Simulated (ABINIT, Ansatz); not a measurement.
## SnO2 (Cassiterite): G0W0 on several meshes in ABINIT

Wanted: mesh dependence and cost of G0W0 for SnO2 (Cassiterite).

Calculated with ABINIT 10.8.3; PBE and many-body steps on it, plane waves.

### Step 1. The starting structure

The structure is tetragonal, space group P4_2/mnm (No. 136). The conventional cell has a = 4.738 Å, b = 4.738 Å, c = 3.187 Å, α = 90.00°, β = 90.00°, γ = 90.00°. Nearest to Sn lie 6 O at 2.05 to 2.06 Å. Nearest to O lie 3 Sn at 2.05 to 2.06 Å. Farther neighbours and most contacts between anions are not listed.

As a file:

```cif
data_structure
_symmetry_space_group_name_H-M 'P4_2/mnm'
_symmetry_Int_Tables_number 136
_cell_length_a 4.7380
_cell_length_b 4.7380
_cell_length_c 3.1865
_cell_angle_alpha 90.000
_cell_angle_beta 90.000
_cell_angle_gamma 90.000
_cell_volume 71.53
loop_
_atom_site_label
_atom_site_type_symbol
_atom_site_symmetry_multiplicity
_atom_site_Wyckoff_symbol
_atom_site_fract_x
_atom_site_fract_y
_atom_site_fract_z
_atom_site_occupancy
Sn1 Sn 2 a 0.00000 0.00000 0.00000 1
O1 O 4 f 0.30710 0.30710 0.00000 1
```

The cell and positions come from the Crystallography Open Database and are kept as given unless a step says otherwise.

### Step 2. Empty states on the mesh, 4×4×4 mesh, 271 bands

This step: ABINIT 10.8.3; DFT, PBE, plane waves, norm-conserving pseudopotentials.

The sums over transitions need many empty states on a uniform mesh; this step solves for them.

File run.abi:

```
acell 3*1.0 Angstrom
rprim 
  4.738000000000 0.000000000000 0.000000000000
  0.000000000000 4.738000000000 0.000000000000
  0.000000000000 0.000000000000 3.186500000000
ntypat 2
znucl 50 8
natom 6
typat 1 1 2 2 2 2
xred 
  0.000000000000 0.000000000000 0.000000000000
  0.500000000000 0.500000000000 0.500000000000
  0.307100000000 0.307100000000 0.000000000000
  0.192900000000 0.807100000000 0.500000000000
  0.692900000000 0.692900000000 0.000000000000
  0.807100000000 0.192900000000 0.500000000000
pp_dirpath "pseudos"
pseudos "Sn.upf, O.upf"
ecut 42
ngkpt 4 4 4
nshiftk 1
shiftk 0 0 0
kptopt 1
chksymbreak 0
iscf -2
irdden 1
istwfk *1
nband 271
nbdbuf 24
tolwfr 1e-09
nstep 60
prtvol 0
indata_prefix "in"
outdata_prefix "out"
tmpdata_prefix "tmp"
```

The run is started by

```sh
$ OMP_NUM_THREADS=1 mpirun -n 8 abinit run.abi > log
```

Numbers of over 12 decimals in the logs are rounded to 6 here.

The program printed:

```text
.Version 10.8.3 of ABINIT. v10.8.2 released Aug 2026.

 Symmetries : space group P4_2/m n m (#136); Bravais tP (primitive tetrag.)
[... echo of the input left out ...]
== DATASET  1 ==================================================================
-   mpi_nproc: 8, omp_nthreads: 1 (-1 if OMP is not activated)

--- !DatasetInfo
iteration_state: {dtset: 1, }
dimensions: {natom: 6, nkpt: 18, mband: 271, nsppol: 1, nspinor: 1, nspden: 1, mpw: 6312, }
cutoff_energies: {ecut:  42.0, pawecutdg:  -1.0, }
[...]
4.38916    4.39490    4.39490    4.42147    4.44648    4.45333    4.45869    4.47150
   4.47150    4.50645    4.50646    4.51263    4.51266    4.52011    4.52120    4.55848
   4.55886    4.55983    4.56013    4.56075    4.56429    4.56750    4.57868
 prteigrs : prtvol=0 or 1, do not print more k-points.

== END DATASET(S) ==============================================================
================================================================================

 -outvars: echo values of variables after computation  --------
            nband         271
             nkpt          18
          spgroup         136
 [... the other variables as echoed above ...]

 Calculation completed.
```

Run time: 4.5 min. Hardware: 8 MPI ranks of Arm Neoverse V1, shared host; peak memory 1.1 GiB.

Numbers from this step:

- gap: 1.284 eV
- k of the valence top: 0, 0, 0
- k of the conduction bottom: 0, 0, 0
- least direct gap: 1.284 eV
- k points computed: 18
- lowest point of the top converged band, above the valence top: 109.8554 eV

On this mesh the gap is 1.284 eV.

The density comes from a self-consistent run that is not shown.

### Step 3. Screening, 4×4×4 mesh, 121 bands, screening to 141.5 eV

The RPA dielectric matrix is built and inverted for each q.

This step: RPA screening on PBE, plane waves, norm-conserving pseudopotentials.

run.abi, as its differences from that of step 2:

```diff
@@ -24,10 +24,11 @@
 chksymbreak 0
-iscf -2
-irdden 1
 istwfk *1
-nband 271
-nbdbuf 24
-tolwfr 1e-09
-nstep 60
-prtvol 0
+occopt 1
+irdwfk 1
+optdriver 3
+nband 121
+ecuteps 5.2
+inclvkb 2
+awtr 1
+symchi 1
 indata_prefix "in"
```

The program printed:

```text
.Version 10.8.3 of ABINIT. v10.8.2 released Aug 2026.

 Symmetries : space group P4_2/m n m (#136); Bravais tP (primitive tetrag.)
[... echo of the input left out ...]
== DATASET  1 ==================================================================
-   mpi_nproc: 8, omp_nthreads: 1 (-1 if OMP is not activated)

--- !DatasetInfo
iteration_state: {dtset: 1, }
dimensions: {natom: 6, nkpt: 18, mband: 121, nsppol: 1, nspinor: 1, nspden: 1, mpw: 6312, }
cutoff_energies: {ecut:  42.0, pawecutdg:  -1.0, }
electrons: {nelect:   6.80000000E+01, charge:   0.00000000E+00, occopt:   1.00000000E+00, tsmear:   1.00000000E-02, }

 SCREENING: Calculation of the susceptibility and dielectric matrices

 Based on a program developped by R.W. Godby, V. Olevano, G. Onida, and L. Reining.
 Incorporated in ABINIT by V. Olevano, G.-M. Rignanese, and M. Torrent.
.Using double precision arithmetic ; gwpc =  8

[... cell and pseudopotentials left out ...]
--------------------------------------------------------------------------------

 ==== K-mesh for the wavefunctions ====
 Number of points in the irreducible wedge :    18
[... list of points left out ...]
 Together with 16 symmetry operations and time-reversal symmetry
 yields    64 points in the full Brillouin Zone.

 ==== Q-mesh for the screening function ====
 Number of points in the irreducible wedge :    18
[... list of points left out ...]
 Together with 16 symmetry operations and time-reversal symmetry
 yields    64 points in the full Brillouin Zone.

 setmesh: FFT mesh size selected  =    36x   36x   24
          total number of points  =        31104

 vcoul_init : cutoff-mode = AUXILIARY_FUNCTION
 q-points for optical limit:   1
     1)      0.000010    0.000020    0.000030

- screening: taking advantage of time-reversal symmetry
- Maximum band index for partially occupied states nbvw = 34
- Remaining bands to be divided among processors   nbcw = 87
- Number of bands treated by each node ~10

 Number of electrons calculated from density =   68.0000; Expected =   68.0000
 average of density, n =  0.140867
 r_s =    1.1923
 omega_plasma =   36.2043 [eV]

 calculating chi0 at frequencies [eV] :
  1    0.000000E+00    0.000000E+00
  2    0.000000E+00    3.620427E+01

--------------------------------------------------------------------------------
  q-point number  1        q = ( 0.000000, 0.000000, 0.000000) [r.l.u.]
--------------------------------------------------------------------------------
[... chi0 elements left out ...]
 For q-point:  0.000010 0.000020 0.000030
  dielectric constant =   4.5916
  dielectric constant without local fields =   4.8090

  Average fulfillment of the sum rule on Im[epsilon] for q-point    1 :     47.02  [%]
[... wings left out ...]
  q-point number  2        q = ( 0.250000, 0.000000, 0.000000) [r.l.u.]
--------------------------------------------------------------------------------
[... chi0 elements left out ...]
  Average fulfillment of the sum rule on Im[epsilon] for q-point    2 :     61.20  [%]

 [... 16 further q-points ...]
```

Elapsed: 3.2 min, on 8 MPI ranks; peak memory 4.5 GiB; 26 min of CPU time.

Numbers from this step:

| Item | Value |
| --- | --- |
| ε∞ with local fields, on this mesh, along the program's q direction | 4.592 |
| the same without local fields | 4.809 |
| plasma frequency | 36.20 eV |
| plane waves in the screening matrix | 275 |

Local fields lower ε∞ by 5 %. On a Γ-centred mesh this coarse the value itself is usually too large, while a short band sum pulls it down.

### Step 4. 4×4×4

The self-energy is evaluated for the states that the input lists, and the levels follow from it, in one-shot runs by the linearised quasiparticle equation.

This step: G0W0 on PBE, plane waves, norm-conserving pseudopotentials.

run.abi, as its differences from that of step 3:

```diff
@@ -27,8 +27,15 @@
 irdwfk 1
-optdriver 3
+optdriver 4
 nband 121
+gwcalctyp 0
+ecutsigx 42
+symsigma 1
+nkptgw 1
+kptgw 
+  0.0000000000 0.0000000000 0.0000000000
+bdgw 
+  32 36
 ecuteps 5.2
-inclvkb 2
-awtr 1
-symchi 1
+irdscr 1
+ppmodel 1
 indata_prefix "in"
```

The program printed:

```text
.Version 10.8.3 of ABINIT. v10.8.2 released Aug 2026.

 Symmetries : space group P4_2/m n m (#136); Bravais tP (primitive tetrag.)
[... echo of the input left out ...]
== DATASET  1 ==================================================================
-   mpi_nproc: 8, omp_nthreads: 1 (-1 if OMP is not activated)

--- !DatasetInfo
iteration_state: {dtset: 1, }
dimensions: {natom: 6, nkpt: 18, mband: 121, nsppol: 1, nspinor: 1, nspden: 1, mpw: 6312, }
cutoff_energies: {ecut:  42.0, pawecutdg:  -1.0, }
electrons: {nelect:   6.80000000E+01, charge:   0.00000000E+00, occopt:   1.00000000E+00, tsmear:   1.00000000E-02, }

 SIGMA: Calculation of the GW corrections

 Based on a program developped by R.W. Godby, V. Olevano, G. Onida, and L. Reining.
 Incorporated in ABINIT by V. Olevano, G.-M. Rignanese, and M. Torrent.
.Using double precision arithmetic ; gwpc =  8

[... cell and pseudopotentials left out ...]
--------------------------------------------------------------------------------

 ==== K-mesh for the wavefunctions ====
 Number of points in the irreducible wedge :    18
[... list of points left out ...]
 Together with 16 symmetry operations and time-reversal symmetry
 yields    64 points in the full Brillouin Zone.

 ==== Q-mesh for screening function ====
 Number of points in the irreducible wedge :    18
[... list of points left out ...]
 Together with 16 symmetry operations and time-reversal symmetry
 yields    64 points in the full Brillouin Zone.

 vcoul_init : cutoff-mode = AUXILIARY_FUNCTION
 q-points for optical limit:   1
     1)      0.000010    0.000020    0.000030
 setmesh: FFT mesh size selected  =    54x   54x   36
          total number of points  =       104976

 Number of electrons calculated from density =   68.0000; Expected =   68.0000
 average of density, n =  0.140867
 r_s =    1.1923
 omega_plasma =   36.2043 [eV]

 === KS Band Gaps ===
  >>>> For spin  1
   Minimum direct gap =   1.2836 [eV], located at k-point      :   0.0000  0.0000  0.0000
   Fundamental gap    =   1.2836 [eV], Top of valence bands at :   0.0000  0.0000  0.0000
                                       Bottom of conduction at :   0.0000  0.0000  0.0000
 SIGMA fundamental parameters:
 PLASMON POLE MODEL  1
 number of plane-waves for SigmaX                 6273
 number of plane-waves for SigmaC and W            275
 number of plane-waves for wavefunctions          6273
 number of bands                                   121
 number of independent spin polarizations            1
 number of spinorial components                      1
 number of k-points in IBZ                          18
 number of q-points in IBZ                          18
 number of symmetry operations                      16
 number of k-points in BZ                           64
 number of q-points in BZ                           64
 number of frequencies for dSigma/dE                 9
 frequency step for dSigma/dE [eV]                0.25
 number of omega for Sigma on real axis              0
 max omega for Sigma on real axis  [eV]           0.00
 zcut for avoiding poles [eV]                     0.10

 EPSILON^-1 parameters (SCR file):
 dimension of the eps^-1 matrix on file            275
 dimension of the eps^-1 matrix used               275
 number of plane-waves for wavefunctions          6273
 number of bands                                   121
 number of q-points in IBZ                          18
 number of frequencies                               2
 number of real frequencies                          1
 number of imag frequencies                          1

 matrix elements of self-energy operator (all in [eV])

 Perturbative Calculation

--- !SelfEnergy_ee
iteration_state: {dtset: 1, }
kpoint     : [   0.000,    0.000,    0.000, ]
spin       : 1
KS_gap     :    1.284
QP_gap     :    2.725
Delta_QP_KS:    1.441
data: !SigmaeeData |
     Band     E0 <VxcDFT>   SigX SigC(E0)      Z dSigC/dE  Sig(E)    E-E0       E
       32   6.013 -20.016 -25.535   5.056   0.793  -0.260 -20.383  -0.367   5.646
       33   6.013 -20.016 -25.535   5.056   0.793  -0.260 -20.383  -0.367   5.646
       34   6.777 -20.351 -26.231   5.394   0.793  -0.262 -20.736  -0.385   6.392
       35   8.061 -16.498 -12.586  -2.662   0.845  -0.183 -15.442   1.056   9.117
       36  12.920 -16.302 -10.641  -3.708   0.840  -0.191 -14.662   1.639  14.559

== END DATASET(S) ==============================================================
================================================================================

 -outvars: echo values of variables after computation  --------
           etotal      0.0000000000E+00
            nband         121
             nkpt          18
          spgroup         136
 [... the other variables as echoed above ...]

 Calculation completed.
```

The job ended after 9.2 s (8 MPI ranks; peak memory 2.8 GiB; 73 s of CPU time).

Numbers from this step:

```
G0W0 gap on the points computed              : 2.725 eV
starting gap on the mesh                     : 1.284 eV
k of the valence top                         : 0, 0, 0
k of the conduction bottom                   : 0, 0, 0
Z at the valence top                         : 0.793
Z at the conduction bottom                   : 0.845
least direct G0W0 gap on the computed points : 2.725 eV
```

The gap on the mesh goes from 1.28 eV to 2.73 eV, a correction of +1.44 eV.

### Step 5. Empty states on the mesh, 2×2×4 mesh, 133 bands

This step: DFT, PBE, plane waves, norm-conserving pseudopotentials.

run.abi, as its differences from that of step 4:

```diff
@@ -19,3 +19,3 @@
 ecut 42
-ngkpt 4 4 4
+ngkpt 2 2 4
 nshiftk 1
@@ -24,18 +24,10 @@
 chksymbreak 0
+iscf -2
+irdden 1
 istwfk *1
-occopt 1
-irdwfk 1
-optdriver 4
-nband 121
-gwcalctyp 0
-ecutsigx 42
-symsigma 1
-nkptgw 1
-kptgw 
-  0.0000000000 0.0000000000 0.0000000000
-bdgw 
-  32 36
-ecuteps 5.2
-irdscr 1
-ppmodel 1
+nband 133
+nbdbuf 12
+tolwfr 1e-09
+nstep 60
+prtvol 0
 indata_prefix "in"
```

The program printed:

```text
.Version 10.8.3 of ABINIT. v10.8.2 released Aug 2026.

 Symmetries : space group P4_2/m n m (#136); Bravais tP (primitive tetrag.)
[... echo of the input left out ...]
== DATASET  1 ==================================================================
-   mpi_nproc: 8, omp_nthreads: 1 (-1 if OMP is not activated)
-    --> not optimal distribution: autoparal keyword recommended in input file <--

--- !DatasetInfo
iteration_state: {dtset: 1, }
dimensions: {natom: 6, nkpt: 9, mband: 133, nsppol: 1, nspinor: 1, nspden: 1, mpw: 6312, }
cutoff_energies: {ecut:  42.0, pawecutdg:  -1.0, }
[...]
2.33277    2.34352    2.34352    2.37382    2.44110    2.44862    2.44862    2.45328
   2.47916    2.48815    2.50407    2.50407    2.52761    2.58302    2.58302    2.59524
   2.59827    2.61253    2.63448    2.64027    2.65354
 prteigrs : prtvol=0 or 1, do not print more k-points.

== END DATASET(S) ==============================================================
================================================================================

 -outvars: echo values of variables after computation  --------
            nband         133
             nkpt           9
          spgroup         136
 [... the other variables as echoed above ...]

 Calculation completed.
```

Run time: 52 s. Hardware: 8 MPI ranks; peak memory 0.66 GiB.

Numbers from this step:

```
gap                                                           : 1.284 eV
k of the valence top                                          : 0, 0, 0
k of the conduction bottom                                    : 0, 0, 0
least direct gap                                              : 1.284 eV
k points computed                                             : 9
lowest point of the top converged band, above the valence top : 58.2593 eV
```

On this mesh the gap is 1.284 eV.

### Step 6. Screening, 2×2×4 mesh, 121 bands, screening to 141.5 eV

This step: RPA screening on PBE, plane waves, norm-conserving pseudopotentials.

run.abi, as its differences from that of step 5:

```diff
@@ -24,10 +24,11 @@
 chksymbreak 0
-iscf -2
-irdden 1
 istwfk *1
-nband 133
-nbdbuf 12
-tolwfr 1e-09
-nstep 60
-prtvol 0
+occopt 1
+irdwfk 1
+optdriver 3
+nband 121
+ecuteps 5.2
+inclvkb 2
+awtr 1
+symchi 1
 indata_prefix "in"
```

The program printed:

```text
.Version 10.8.3 of ABINIT. v10.8.2 released Aug 2026.

 Symmetries : space group P4_2/m n m (#136); Bravais tP (primitive tetrag.)
[... echo of the input left out ...]
== DATASET  1 ==================================================================
-   mpi_nproc: 8, omp_nthreads: 1 (-1 if OMP is not activated)

--- !DatasetInfo
iteration_state: {dtset: 1, }
dimensions: {natom: 6, nkpt: 9, mband: 121, nsppol: 1, nspinor: 1, nspden: 1, mpw: 6312, }
cutoff_energies: {ecut:  42.0, pawecutdg:  -1.0, }
electrons: {nelect:   6.80000000E+01, charge:   0.00000000E+00, occopt:   1.00000000E+00, tsmear:   1.00000000E-02, }

 SCREENING: Calculation of the susceptibility and dielectric matrices

 Based on a program developped by R.W. Godby, V. Olevano, G. Onida, and L. Reining.
 Incorporated in ABINIT by V. Olevano, G.-M. Rignanese, and M. Torrent.
.Using double precision arithmetic ; gwpc =  8

[... cell and pseudopotentials left out ...]
--------------------------------------------------------------------------------

 ==== K-mesh for the wavefunctions ====
 Number of points in the irreducible wedge :     9
[... list of points left out ...]
 Together with 16 symmetry operations and time-reversal symmetry
 yields    16 points in the full Brillouin Zone.

 ==== Q-mesh for the screening function ====
 Number of points in the irreducible wedge :     9
[... list of points left out ...]
 Together with 16 symmetry operations and time-reversal symmetry
 yields    16 points in the full Brillouin Zone.

 setmesh: FFT mesh size selected  =    36x   36x   24
          total number of points  =        31104

 vcoul_init : cutoff-mode = AUXILIARY_FUNCTION
 q-points for optical limit:   1
     1)      0.000010    0.000020    0.000030

- screening: taking advantage of time-reversal symmetry
- Maximum band index for partially occupied states nbvw = 34
- Remaining bands to be divided among processors   nbcw = 87
- Number of bands treated by each node ~10

 Number of electrons calculated from density =   68.0000; Expected =   68.0000
 average of density, n =  0.140867
 r_s =    1.1923
 omega_plasma =   36.2043 [eV]

 calculating chi0 at frequencies [eV] :
  1    0.000000E+00    0.000000E+00
  2    0.000000E+00    3.620427E+01

--------------------------------------------------------------------------------
  q-point number  1        q = ( 0.000000, 0.000000, 0.000000) [r.l.u.]
--------------------------------------------------------------------------------
[... chi0 elements left out ...]
 For q-point:  0.000010 0.000020 0.000030
  dielectric constant =   5.1248
  dielectric constant without local fields =   5.3607

  Average fulfillment of the sum rule on Im[epsilon] for q-point    1 :     47.04  [%]
[... wings left out ...]
  q-point number  2        q = ( 0.500000, 0.000000, 0.000000) [r.l.u.]
--------------------------------------------------------------------------------
[... chi0 elements left out ...]
  Average fulfillment of the sum rule on Im[epsilon] for q-point    2 :     55.87  [%]

 [... 7 further q-points ...]
```

Wall time 43 s (8 MPI ranks); peak memory 2.6 GiB.

This step gave:

```
ε∞ with local fields, on this mesh, along the program's q direction : 5.125
the same without local fields                                       : 5.361
plasma frequency                                                    : 36.20 eV
plane waves in the screening matrix                                 : 275
```

(Continued in part 2 of 2.)

[Paths, hosts, dates, memory and timing lines, banners, echoed tables and standing remarks are left out of the program output.]

[Logs are printed without paths, hosts, clocks, repeated set-up lines and the standing remarks that a program may print on its own settings, such as how far it seeks lower states.]

[Runs of the session that timed out or met a known fault of the program may be left out.]

[Hosts, paths, dates, database ids (printed as entryN), source tags and the programs' standing remarks are cut or masked in the printed files.]

[G0W0 gaps are taken among the corrected bands and points alone; a level outside them can change the order at an edge.]

[Where Ansatz stands beside ABINIT at settings called matched, ABINIT's density can come from a denser mesh and the files from another edition; pairs whose starting gaps differed by over 0.03 eV were left out, so agreement reads better than it is.]
